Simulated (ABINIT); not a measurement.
Computed results, one entry a study.

```
How the form of the self-energy moves the gap of GaN (P6_3mc)
1.0
     3.19000    0.00000    0.00000
    -1.59500    2.76262    0.00000
     0.00000    0.00000    5.18900
Ga N
2 2
Direct
  0.66667 0.33333 0.00000
  0.33333 0.66667 0.50000
  0.66667 0.33333 0.37500
  0.33333 0.66667 0.87500
# method: RPA screening on PBE, plane waves, norm-conserving pseudopotentials (and 3 further levels or steps)
# program: ABINIT 10.8.3
# settings: cutoff 45 Ha, PseudoDojo scalar-relativistic 0.4 stringent, norm-conserving, potential set dojo-sr-pbe-0.4-stringent, ngkpt (3, 3, 2), nband 89, ecuteps 5.6 Ha, gwcalctyp 1, nfreqim 16, inclvkb 2, shiftk (0, 0, 0), symchi 1, awtr 1, frequency ac, 3×3×2 k-mesh
# notes: The database entry behind the starting cell has ideal inner coordinates that were not refined. The program’s warnings: nproc spkpt=  >= nkpt= * nsppol=. The cell and positions come from the Crystallography Open Database and are kept as given unless a step says otherwise. Limits: no spin-orbit coupling. The 3×3×2 mesh is coarse for this cell, which bears on the long-range parts of exchange and screening.
# G0W0, Godby-Needs plasmon pole: 2.612 eV
# G0W0, Hybertsen-Louie plasmon pole: 2.567 eV
# G0W0, von der Linden-Horsch plasmon pole: 2.582 eV
# G0W0, Engel-Farid plasmon pole: 2.581 eV
# one-shot Hartree-Fock: 10.017 eV
# G0W0, analytic continuation: 2.551 eV
# known limits: short of the basis limit; no spin-orbit coupling; coarse k mesh
```

[Long decimals in the printed logs are rounded to 6 places.]

[Logs are printed without paths, hosts, clocks, repeated set-up lines and the standing remarks that a program may print on its own settings, such as how far it seeks lower states.]

[Paths, hosts, dates, memory and timing lines, banners, echoed tables and standing remarks are left out of the program output; an Ansatz launch command may be rebuilt from the run's recorded settings. Measured values are a selection of at most five: reports struck by readers or far from the other reports are left out. None is set beside runs whose start may be inverted or whose files or cutoffs have a known fault.]

[Runs of the session that timed out or met a known fault of the program may be left out.]

[Hosts, paths, dates, database ids (printed as entryN), source tags and the programs' standing remarks are cut or masked in the printed files.]

[G0W0 gaps are taken among the corrected bands and points alone; a level outside them can change the order at an edge.]

[Where Ansatz stands beside ABINIT at settings called matched, ABINIT's density can come from a denser mesh and the files from another edition; pairs whose starting gaps differed by over 0.03 eV were left out, so agreement reads better than it is.]
